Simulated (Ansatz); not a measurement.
## Screened interactions in BaAgO3 (cubic perovskite) (Pm-3m)

The structure is cubic, space group Pm-3m (No. 221). Conventional cell: a = 4.042 Å, b = 4.042 Å, c = 4.042 Å, α = 90.00°, β = 90.00°, γ = 90.00°. Nearest to Ba lie 12 O at 2.86 Å. Nearest to Ag lie 6 O at 2.02 Å. Nearest to O lie 2 Ag at 2.02 Å and 4 Ba at 2.86 Å. Farther neighbours and most contacts between anions are not listed.

```xyz
5
Lattice="0.0000 -4.0418 0.0000 0.0000 0.0000 4.0418 -4.0418 0.0000 0.0000" Properties=species:S:1:pos:R:3 pbc="T T T"
Ba    0.0000    0.0000    0.0000
Ag   -2.0209   -2.0209    2.0209
O     0.0000   -2.0209    2.0209
O    -2.0209   -2.0209    0.0000
O    -2.0209    0.0000    2.0209
```

| Property | Result |
| --- | --- |
| method | DFT, LDA, plane waves, PAW (and 1 further level or step) |
| program | Ansatz 0.2.0 |
| settings of one run | cutoff 420 eV, 8×8×8 k-mesh, smearing width 0.08 eV, default PAW, coordination {"Ag": "octahedral"}, magnetic state non-magnetic by constraint |
| cost | 2 runs, 3.1 min in all on 4 threads of Arm Neoverse V2, shared host (the runs of this entry) |
| notes | The structure was built from a prototype and need not be the compound’s stable phase. This run has no spin polarisation although its electron count is odd. The structure was relaxed with LDA. The structure type comes from a generator and need not be one that this composition takes. Limits: no spin-orbit coupling. The bands cross the Fermi level under this constraint, which need not be the crystal’s state: magnetic order, correlation or a lattice distortion may open a gap. |
| Ag d + anion p | U 8.56 eV, U′ 7.37 eV, J 0.59 eV, bare V 19.5 eV |
| method | constrained RPA on non-magnetic LDA, 4×4×4 mesh, static; search for lower states off |

For Ag d + anion p, screening cuts the on-site interaction from 19.49 eV to 8.56 eV (44 %), while J goes only from 0.75 eV to 0.59 eV: the monopole is screened far more than the multipoles. U − 2J differs from U′ by −0.001 eV, so the Kanamori relation holds well.

[Paths, hosts, dates, memory and timing lines, banners, echoed tables and standing remarks are left out of the program output.]

[Logs are printed without paths, hosts, clocks, repeated set-up lines and the standing remarks that a program may print on its own settings, such as how far it seeks lower states.]

[Runs of the session that timed out or met a known fault of the program may be left out.]

[Hosts, paths, dates, database ids (printed as entryN), source tags and the programs' standing remarks are cut or masked in the printed files.]
